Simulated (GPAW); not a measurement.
## KSrCl3 (Pm-3m): refractive index against wavelength

The refractive index of KSrCl3 (Pm-3m) below the direct gap (4.79 eV on the mesh) is read from one computed spectrum, n = √(Re ε).

It takes space group Pm-3m (No. 221, cubic). The conventional cell has a = 5.787 Å, b = 5.787 Å, c = 5.787 Å, α = 90.00°, β = 90.00°, γ = 90.00°. Sr on site a is surrounded by 6 Cl at 2.89 Å. Around K on site b lie 12 Cl at 4.09 Å. Cl on site d has 2 Sr at 2.89 Å as nearest neighbours.

Method: GPAW 26.7.0, RPBE, RPA, k-mesh 6×6×6, local fields up to 30 eV, Lorentzian half width 0.05 eV.

Launch of the response step: `OMP_NUM_THREADS=1 python df.py`. The run took 2.2 min, its band step included, on 1 thread of Arm Neoverse V2, on a shared host.

| wavelength (nm) | photon energy E (eV) | n |
| --- | --- | --- |
| 850 | 1.459 | 1.4589 |
| 700 | 1.771 | 1.4639 |
| 633 | 1.959 | 1.4675 |
| 532 | 2.331 | 1.4760 |
| 450 | 2.755 | 1.4883 |
| 405 | 3.061 | 1.4995 |
| 365 | 3.397 | ? |

In the single-oscillator model n² − 1 = E₀E_d/(E₀² − E²), so 1/(n² − 1) = E₀/E_d − E²/(E₀E_d) is linear in E².

Working, on the rows shown:

| x = E² (eV²) | y = 1/(n² − 1) |
| --- | --- |
| 2.12762 | 0.886219 |
| 3.13716 | 0.874888 |
| 3.83641 | 0.866884 |
| 5.43137 | 0.848482 |
| 7.59115 | 0.82302 |
| 9.37179 | 0.800961 |

Means: x̄ = 5.2493, ȳ = 0.85008. Σ(x − x̄)(y − ȳ) = -0.4551, Σ(x − x̄)² = 38.71. Slope = -0.4551 / 38.71 = -0.01176; intercept = ȳ − slope · x̄ = 0.91178. Turned back into n, the line misses the rows shown by at most 0.00034.

Question: Fill in the last column of the withheld row.

Answer: At x = 11.538 the line gives y = 0.77614, that is 1.5128. The run gave 1.5143, so the extrapolation is off by 0.0015, 3 % of the range in the table.

Refitted with all rows, the slope is -0.01196 and the intercept 0.91266. These give E₀ = √(intercept/−slope) = 8.73 eV and E_d = E₀/intercept = 9.6 eV; E₀ is 1.8 times the direct gap. The electronic limit at long wavelengths, without lattice vibrations, is n = √(1 + 1/intercept) = 1.448. The structure is a model and need not exist. Excitons are left out; RPBE gaps are as a rule too small. The values come from a sum over the points of one k-mesh and carry its error, which grows as the direct gap shrinks. Spin-orbit coupling is left out.
